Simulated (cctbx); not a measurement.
**Occupancies in Lu2Ni7**

Cell a = 4.8470 Å, b = 4.8470 Å, c = 23.8780 Å, α = 90.00°, β = 90.00°, γ = 120.00°; space group P6_3/mmc (no. 194); nominal formula Lu2Ni7.

Simulated single-crystal data (cctbx): Ga Kα, λ = 1.3414 Å, to d = 0.83 Å, 80 % of the full sphere, strongest reflection 40000 counts, noise from counting, a 1.5 % proportional error and a noise floor of 15 counts (s.d.); no absorption, and some extinction, which the refinements don't model.

With every site full:

```text
Rint 0.022, 216 unique reflections to 0.83 A
cycle     R1     wR2    GooF  max shift (A)
   1  0.0646  0.1336  10.030   0.00093
   2  0.0137  0.0250   1.875   0.00000
final R1 0.0137 wR2 0.0250 GooF 1.875  parameters 24  data/parameter 9.0
atom        x        y        z      Ueq    occ   su(xyz)  su(Uiso or U11)
Lu1    0.33333  0.66667  0.17860   0.0113  1.000  0.00003  0.0002
Lu2    0.33333  0.66667  0.03014   0.0119  1.000  0.00003  0.0003
Ni2    0.33333  0.66667  0.82962   0.0197  1.000  0.00005  0.0004
Ni3    0.00000  0.00000  0.17103   0.0083  1.000  0.00005  0.0003
Ni4    0.33679  0.16839  0.08739   0.0145  1.000  0.00022  0.0004
Ni5    0.66319  0.83159  0.75000   0.0191  1.000  0.00033  0.0006
Ni6    0.00000  0.00000  0.00000   0.0191  1.000  0.00000  0.0006
difference map: max 0.70 min -1.25 rms 0.19
Q1    0.0559  0.1118  0.6607   12    0.73  0.53 A from Ni3
Q2    0.3333  0.6667  0.0791    4    0.72  1.17 A from Lu2
Q3    0.1756  0.5878  0.7500    6    0.69  1.20 A from Ni5
Q4    0.0740  0.1480  0.7500    6    0.69  0.79 A from Ni5
Q5    0.0000  0.0000  0.1941    4    0.63  0.55 A from Ni3
Q6    0.1323  0.5662  0.2068   12    0.48  1.08 A from Lu1
```

With the occupancies of the suspect sites free, each still typed as its main element:

```text
Rint 0.022, 216 unique reflections to 0.83 A
cycle     R1     wR2    GooF  max shift (A)
   1  0.0517  0.1026   7.745   0.00016
  16  0.0103  0.0156   1.177   0.00001
final R1 0.0103 wR2 0.0155 GooF 1.173  parameters 26  data/parameter 8.3
atom        x        y        z      Ueq    occ   su(xyz)  su(Uiso or U11)
Lu1    0.33333  0.66667  0.17862   0.0099  0.972  0.00002  0.0002
Lu2    0.33333  0.66667  0.03012   0.0124  1.000  0.00002  0.0002
Ni2    0.33333  0.66667  0.82963   0.0201  1.000  0.00003  0.0003
Ni3    0.00000  0.00000  0.17101   0.0105  1.033  0.00003  0.0003
Ni4    0.33674  0.16837  0.08738   0.0149  1.000  0.00014  0.0003
Ni5    0.66331  0.83165  0.75000   0.0196  1.000  0.00021  0.0004
Ni6    0.00000  0.00000  0.00000   0.0197  1.000  0.00000  0.0004
su of occupancy Lu1: 0.003
su of occupancy Ni3: 0.004
difference map: max 0.76 min -0.86 rms 0.16
Q1    0.3333  0.6667  0.0812    4    0.77  1.22 A from Lu2
Q2    0.0000  0.0000  0.0670    4    0.65  1.49 A from Ni4
Q3    0.1556  0.5778  0.2042   12    0.63  0.96 A from Lu1
Q4    0.2568  0.5137  0.2500    6    0.54  1.82 A from Lu1
Q5    0.0513  0.1027  0.7500    6    0.52  0.98 A from Ni5
Q6    0.1779  0.5889  0.7500    6    0.49  1.20 A from Ni5
```

**Question.** What is the disorder?

X-rays count electrons. Lu1 refines to 0.972(0.003), or 69.0 electrons; the site truly holds 0.95 Lu and 0.05 Ni, 68.9 electrons, which is 0.970 of Lu; Ni3 refines to 1.033(0.004), or 28.9 electrons; the site truly holds 0.95 Ni and 0.05 Lu, 30.1 electrons, which is 1.077 of Ni. A value under 1 can't tell vacancies from a lighter guest, and one over 1 needs a heavier guest; chemistry or a second radiation must settle which. Occupancy correlates with U and the scale, and the two elements' form factors differ in shape, so the match is approximate.

Freeing them takes R1 from 0.0137 to 0.0103 and GooF from 1.88 to 1.17.

This is a model crystal, built by substitution and not relaxed, with assumed displacement parameters.

[Middle refinement cycles are left out of these outputs.]

[Logs are printed without paths, hosts, clocks, repeated set-up lines and the standing remarks that a program may print on its own settings, such as how far it seeks lower states.]
